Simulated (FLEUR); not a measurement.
# LaCoPO: parallel and opposed starts, part 2 of 3

Aim: find out whether LaCoPO carries moments, and which collinear order costs least.

FLEUR MaX-R8.1; PBE; all-electron FLAPW, Dirac cores, scalar-relativistic bands.

So far. Step 2 (Start 1: ferro ++): After 34 cycles the largest moment stands at 0.611 μB.

### Step 3. Start 2: antiferro +-

Another pattern of signs weighs the neighbour shells otherwise.

Contents of inp.xml:

```
<?xml version="1.0" encoding="UTF-8" standalone="no"?>
<fleurInput fleurInputVersion="0.39">
   <comment>
      LaCoPO
   </comment>
   <calculationSetup>
      <cutoffs Kmax="4.4" Gmax="13.2" GmaxXC="13.2" numbands="0"/>
      <scfLoop itmax="90" minDistance="0.00002" maxIterBroyd="15" imix="Anderson" alpha="0.05" precondParam="0.0" spinf="2.0" sdNocoIR="T"/>
      <coreElectrons ctail="T" frcor="F" kcrel="0" coretail_lmax="0"/>
      <xcFunctional name="pbe" relativisticCorrections="F"/>
      <magnetism jspins="2"/>
      <soc l_soc="F" theta="0.0" phi="0.0" spav="F"/>
      <expertModes spex="0" secvar="F"/>
      <geometryOptimization l_f="F" forcealpha="1.0" forcemix="BFGS" epsdisp="0.00001" epsforce="0.00001"/>
      <ldaU l_linMix="F" mixParam="0.05" spinf="1.0"/>
   </calculationSetup>
   <cell>
      <bzIntegration valenceElectrons="78.0" mode="hist" fermiSmearingEnergy="0.00183747">
         <kPointListSelection listName="default-1"/>
         <xi:include xmlns:xi="http://www.w3.org/2001/XInclude" href="kpts.xml"> </xi:include>
      </bzIntegration>
      <xi:include xmlns:xi="http://www.w3.org/2001/XInclude" href="sym.xml"> </xi:include>
      <bulkLattice scale="1.0">
         <bravaisMatrix>
            <row-1>    7.5423807331664969     0.0000000000000000     0.0000000000000000</row-1>
            <row-2>    0.0000000000000000     7.5423807331664969     0.0000000000000000</row-2>
            <row-3>    0.0000000000000000     0.0000000000000000    15.6184465800857808</row-3>
         </bravaisMatrix>
      </bulkLattice>
   </cell>
   <atomSpecies>
      <species name="Lanthanum (La)" element="La" atomicNumber="57">
         <mtSphere radius="2.78" gridPoints="919" logIncrement="0.014"/>
         <atomicCutoffs lmax="10" lnonsphr="8"/>
         <electronConfig flipSpins="F">
            <coreConfig>(1s1/2) (2s1/2) (2p1/2) (2p3/2) (3s1/2) (3p1/2) (3p3/2) (4s1/2) (3d3/2) (3d5/2) (4p1/2) (4p3/2) (4d3/2) (4d5/2)</coreConfig>
            <valenceConfig>(5s1/2) (5p1/2) (5p3/2) (6s1/2) (5d3/2) (5d5/2)</valenceConfig>
            <stateOccupation state="(5d3/2)" spinUp="0.200000" spinDown="0.200000"/>
            <stateOccupation state="(5d5/2)" spinUp="0.300000" spinDown="0.300000"/>
         </electronConfig>
         <energyParameters s="6" p="6" d="5" f="4"/>
         <lo type="SCLO" l="0" n="5" eDeriv="0"/>
         <lo type="SCLO" l="1" n="5" eDeriv="0"/>
      </species>
      <species name="Cobalt (Co2.000" element="Co" atomicNumber="27">
         <mtSphere radius="2.48" gridPoints="819" logIncrement="0.015"/>
         <atomicCutoffs lmax="10" lnonsphr="8"/>
         <electronConfig flipSpins="F">
            <coreConfig>(1s1/2) (2s1/2) (2p1/2) (2p3/2)</coreConfig>
            <valenceConfig>(3s1/2) (3p1/2) (3p3/2) (4s1/2) (3d3/2) (3d5/2)</valenceConfig>
            <stateOccupation state="(3d3/2)" spinUp="1.5" spinDown="1.3"/>
            <stateOccupation state="(3d5/2)" spinUp="3.0" spinDown="1.2"/>
         </electronConfig>
         <energyParameters s="4" p="4" d="3" f="4"/>
         <lo type="SCLO" l="0" n="3" eDeriv="0"/>
         <lo type="SCLO" l="1" n="3" eDeriv="0"/>
      </species>
      <species name="Cobalt (Co-2.000" element="Co" atomicNumber="27">
         <mtSphere radius="2.48" gridPoints="819" logIncrement="0.015"/>
         <atomicCutoffs lmax="10" lnonsphr="8"/>
         <electronConfig flipSpins="F">
            <coreConfig>(1s1/2) (2s1/2) (2p1/2) (2p3/2)</coreConfig>
            <valenceConfig>(3s1/2) (3p1/2) (3p3/2) (4s1/2) (3d3/2) (3d5/2)</valenceConfig>
            <stateOccupation state="(3d3/2)" spinUp="1.3" spinDown="1.5"/>
            <stateOccupation state="(3d5/2)" spinUp="1.2" spinDown="3.0"/>
         </electronConfig>
         <energyParameters s="4" p="4" d="3" f="4"/>
         <lo type="SCLO" l="0" n="3" eDeriv="0"/>
         <lo type="SCLO" l="1" n="3" eDeriv="0"/>
      </species>
      <species name="Phosphorous (P)" element="P" atomicNumber="15">
         <mtSphere radius="1.62" gridPoints="537" logIncrement="0.021"/>
         <atomicCutoffs lmax="6" lnonsphr="4"/>
         <electronConfig flipSpins="F">
            <coreConfig>(1s1/2) (2s1/2) (2p1/2) (2p3/2)</coreConfig>
            <valenceConfig>(3s1/2) (3p1/2) (3p3/2)</valenceConfig>
            <stateOccupation state="(3p1/2)" spinUp="0.500000" spinDown="0.500000"/>
            <stateOccupation state="(3p3/2)" spinUp="1.000000" spinDown="1.000000"/>
         </electronConfig>
         <energyParameters s="3" p="3" d="3" f="4"/>
      </species>
      <species name="Oxygen (O)" element="O" atomicNumber="8">
         <mtSphere radius="1.57" gridPoints="519" logIncrement="0.02"/>
         <atomicCutoffs lmax="6" lnonsphr="4"/>
         <electronConfig flipSpins="F">
            <coreConfig>(1s1/2)</coreConfig>
            <valenceConfig>(2s1/2) (2p1/2) (2p3/2)</valenceConfig>
            <stateOccupation state="(2p1/2)" spinUp="0.666667" spinDown="0.666667"/>
            <stateOccupation state="(2p3/2)" spinUp="1.333333" spinDown="1.333333"/>
         </electronConfig>
         <energyParameters s="2" p="2" d="3" f="4"/>
      </species>
   </atomSpecies>
   <atomGroups>
      <atomGroup species="Lanthanum (La)">
         <relPos label="                   1">.0000000000 1.000/2.000 -.1531320000</relPos>
         <relPos label="                   2">1.000/2.000 .0000000000 .1531320000</relPos>
         <force calculate="T" relaxXYZ="TTT"/>
      </atomGroup>
      <atomGroup species="Cobalt (Co2.000">
         <relPos label="                   3">1.000/2.000 1.000/2.000 1.000/2.000</relPos>
         <force calculate="T" relaxXYZ="TTT"/>
      </atomGroup>
      <atomGroup species="Cobalt (Co-2.000">
         <relPos label="                   4">.0000000000 .0000000000 1.000/2.000</relPos>
         <force calculate="T" relaxXYZ="TTT"/>
      </atomGroup>
      <atomGroup species="Phosphorous (P)">
         <relPos label="                   5">1.000/2.000 .0000000000 -.3816310000</relPos>
         <relPos label="                   6">.0000000000 1.000/2.000 .3816310000</relPos>
         <force calculate="T" relaxXYZ="TTT"/>
      </atomGroup>
      <atomGroup species="Oxygen (O)">
         <relPos label="                   7">.0000000000 .0000000000 .0000000000</relPos>
         <force calculate="T" relaxXYZ="TTT"/>
      </atomGroup>
      <atomGroup species="Oxygen (O)">
         <relPos label="                   8">1.000/2.000 1.000/2.000 .0000000000</relPos>
         <force calculate="T" relaxXYZ="TTT"/>
      </atomGroup>
   </atomGroups>
   <output dos="F" band="F" slice="F">
      <bandDOS minEnergy="-.5*Htr" maxEnergy="0.5*Htr" sigma="0.015" storeEVData="T"/>
      <plotting iplot="0" polar="F">
         <plot TwoD="T" vec1="  1.0  0.0  0.0" vec2="  0.0  1.0  0.0" vec3="  0.0  0.0  1.0" zero="  0.0  0.0  0.0" file="plot"/>
      </plotting>
      <moessbauerParams electricFieldGradient="F" isomerShift="F" coreHyperfine="F" valenceHyperfine="F"/>
   </output>
</fleurInput>
```

Contents of crystal.txt:

```
LaCoPO
&input film=F cartesian=F /
3.99125600000  0.00000000000  0.00000000000
0.00000000000  3.99125600000  0.00000000000
0.00000000000  0.00000000000  8.26492600000
1.8897261246
1.0 1.0 1.0

8
57 0.00000000000  0.50000000000  0.84686800000
57 0.50000000000  0.00000000000  0.15313200000
27 0.50000000000  0.50000000000  0.50000000000 : 2.000
27 0.00000000000  0.00000000000  0.50000000000 : -2.000
15 0.50000000000  0.00000000000  0.61836900000
15 0.00000000000  0.50000000000  0.38163100000
8 0.00000000000  0.00000000000  0.00000000000
8 0.50000000000  0.50000000000  0.00000000000

&kpt div1=8 div2=8 div3=4 gamma=T /
```

Run with:

```bash
> OMP_NUM_THREADS=1 inpgen -f crystal.txt > inpgen.log  # inp.xml is then edited as shown
> OMP_NUM_THREADS=1 mpirun -n 8 fleur_MPI > fleur.log
```

Output:

```text
[banner, memory and clock lines left out]
Welcome to FLEUR        (www.flapw.de)
      MaX-Release 8.1          (www.max-centre.eu)

 ========== k-point set info ==========
 Selected k-point list: default-1
 k-point list type: mesh
 0 x 0 x 0
 Number of k points: 48

 ------------Calculation Setup---------------------------
 Number of PE/node        :            8
 Number of OMP-threads    :            1
 k-points in parallel     :            8
 pe's per k-point         :            1
 No of k-point loops      :            6
 Eigenvalue solver        :       lapack
 Number of basis functions:         1366
 Approximate size of matrices (H+S) per k-point:         0.056 GB
 Iteration:     1   Distance:      20.70397489 me/bohr^3
 Iteration:     2   Distance:      15.88788017 me/bohr^3
 Iteration:     3   Distance:      11.51631256 me/bohr^3
 Iteration:     4   Distance:      10.76948555 me/bohr^3
 Iteration:     5   Distance:      10.09501374 me/bohr^3
 Iteration:     6   Distance:       3.98924815 me/bohr^3
 Iteration:     7   Distance:       3.88998695 me/bohr^3
 Iteration:     8   Distance:       2.65966050 me/bohr^3
 Iteration:     9   Distance:       2.67327623 me/bohr^3
 Iteration:    10   Distance:       2.07384288 me/bohr^3
[... 23 iterations left out ...]
 Iteration:    34   Distance:       0.00144582 me/bohr^3
 Iteration:    35   Distance:       0.00123343 me/bohr^3
 Iteration:    36   Distance:       0.00076757 me/bohr^3
 Iteration:    37   Distance:       0.00075367 me/bohr^3
 Iteration:    38   Distance:       0.00037241 me/bohr^3
 Iteration:    39   Distance:       0.00016549 me/bohr^3
 Iteration:    40   Distance:       0.00010329 me/bohr^3
 Iteration:    41   Distance:       0.00005380 me/bohr^3
 Iteration:    42   Distance:       0.00003269 me/bohr^3
 Iteration:    43   Distance:       0.00000933 me/bohr^3

 ********************************************************************
 Run finished successfully
 Stop message:
   all done
 ********************************************************************

--- out.xml (last complete iteration) ---
<iteration numberForCurrentRun="   43" overallNumber="   43">
         [... left out ...]
         <bandgap value="0.0000000000" units="eV"/>
         <sumValenceSingleParticleEnergies value="-29.4227895375" units="Htr"/>
         <FermiEnergy value="0.3862781948" units="Htr"/>
         <valenceDensity>
            <mtCharges spin="1">
               <mtCharge atomType="1" total="4.3441976" s="1.0223193" p="2.8422015" d="0.3321630" f="0.1286407"/>
               <mtCharge atomType="2" total="8.4246430" s="1.2587625" p="3.3056268" d="3.8266978" f="0.0249801"/>
               <mtCharge atomType="3" total="8.4246446" s="1.2587624" p="3.3056268" d="3.8266994" f="0.0249801"/>
               <mtCharge atomType="4" total="0.8087022" s="0.3420662" p="0.4404134" d="0.0247105" f="0.0013252"/>
               <mtCharge atomType="5" total="2.5453788" s="0.7836255" p="1.7573703" d="0.0037280" f="0.0005500"/>
               <mtCharge atomType="6" total="2.5453787" s="0.7836255" p="1.7573703" d="0.0037280" f="0.0005500"/>
            </mtCharges>
            <mtCharges spin="2">
               <mtCharge atomType="1" total="4.3441976" s="1.0223193" p="2.8422015" d="0.3321630" f="0.1286407"/>
               <mtCharge atomType="2" total="8.4246451" s="1.2587624" p="3.3056268" d="3.8267000" f="0.0249801"/>
               <mtCharge atomType="3" total="8.4246436" s="1.2587625" p="3.3056268" d="3.8266984" f="0.0249801"/>
               <mtCharge atomType="4" total="0.8087022" s="0.3420662" p="0.4404134" d="0.0247105" f="0.0013252"/>
               <mtCharge atomType="5" total="2.5453788" s="0.7836255" p="1.7573704" d="0.0037280" f="0.0005500"/>
               <mtCharge atomType="6" total="2.5453787" s="0.7836255" p="1.7573703" d="0.0037280" f="0.0005500"/>
            </mtCharges>
            <spinDependentCharge spin="1" total="38.9999994" interstitial="6.7541547" mtSpheres="32.2458447"/>
            <spinDependentCharge spin="2" total="39.0000006" interstitial="6.7541547" mtSpheres="32.2458458"/>
            <totalCharge value="78.0000000000"/>
         </valenceDensity>
         [... left out ...]
         <magneticMomentsInMTSpheres units="muBohr">
            <globalMagMoment atomType="1" vec="0.00000   0.00000   0.00000"/>
            <localMagMoment atomType="1" vec="0.00000   0.00000   0.00000"/>
            <globalMagMoment atomType="2" vec="0.00000   0.00000   0.00000"/>
            <localMagMoment atomType="2" vec="0.00000   0.00000   0.00000"/>
            <globalMagMoment atomType="3" vec="0.00000   0.00000   0.00000"/>
            <localMagMoment atomType="3" vec="0.00000   0.00000   0.00000"/>
            <globalMagMoment atomType="4" vec="0.00000   0.00000   0.00000"/>
            <localMagMoment atomType="4" vec="0.00000   0.00000   0.00000"/>
            <globalMagMoment atomType="5" vec="0.00000   0.00000   0.00000"/>
            <localMagMoment atomType="5" vec="0.00000   0.00000   0.00000"/>
            <globalMagMoment atomType="6" vec="0.00000   0.00000   0.00000"/>
            <localMagMoment atomType="6" vec="0.00000   0.00000   0.00000"/>
         </magneticMomentsInMTSpheres>
         [... left out ...]
         <totalEnergy value="   -20617.4163618272" units="Htr">
            <sumOfEigenvalues value="   -12520.9063323389">
               <coreElectrons value="-12491.4835428014"/>
               <valenceElectrons value="-29.4227895375"/>
            </sumOfEigenvalues>
            <densityCoulombPotentialIntegral value="-33603.9509089502"/>
            <densityEffectivePotentialIntegral value="-34374.5696154305"/>
            <chargeDenXCDenIntegral value="-591.4864808844"/>
            <FockExchangeEnergyValence value="0.0000000000"/>
            <FockExchangeEnergyCore value="0.0000000000"/>
         [... left out ...]
            <tkbTimesEntropy value="0.0014262369"/>
            <freeEnergy value="-20617.4177880641"/>
            <extrapolationTo0K value="-20617.4170749457"/>
         </totalEnergy>
         <densityConvergence units="me/bohr^3">
            <chargeDensity spin="1" distance="0.0000061168"/>
            <chargeDensity spin="2" distance="0.0000059865"/>
            <overallChargeDensity distance="0.0000077132"/>
            <spinDensity distance="0.0000093282"/>
         </densityConvergence>
      </iteration>
```

It took 10 min on 8 MPI ranks of Intel Xeon 6975P-C (Granite Rapids), shared host; peak memory 1.6 GiB; 82 min of CPU time.

The spin moment in the muffin-tin sphere vanishes on all atoms.

This step gave:

* free energy: -561028.5188 eV
* program's band gap on this mesh (in a metal only a level spacing): 0 eV
* final state: non-magnetic

It lies 20.3 meV a seeded atom over the first start.

[end of part 2 of 3]

[Logs and program files are shortened in this print: banners, set-up blocks, solver, clock and traceback lines can be left out without a mark of their own.]

[Logs are printed without paths, hosts, clocks, repeated set-up lines and the standing remarks that a program may print on its own settings, such as how far it seeks lower states.]

[Hosts, paths, dates, database ids (printed as entryN), source tags and the programs' standing remarks are cut or masked in the printed files.]

[Where a cell is said to come from a database of computed structures, the database is the Materials Project.]
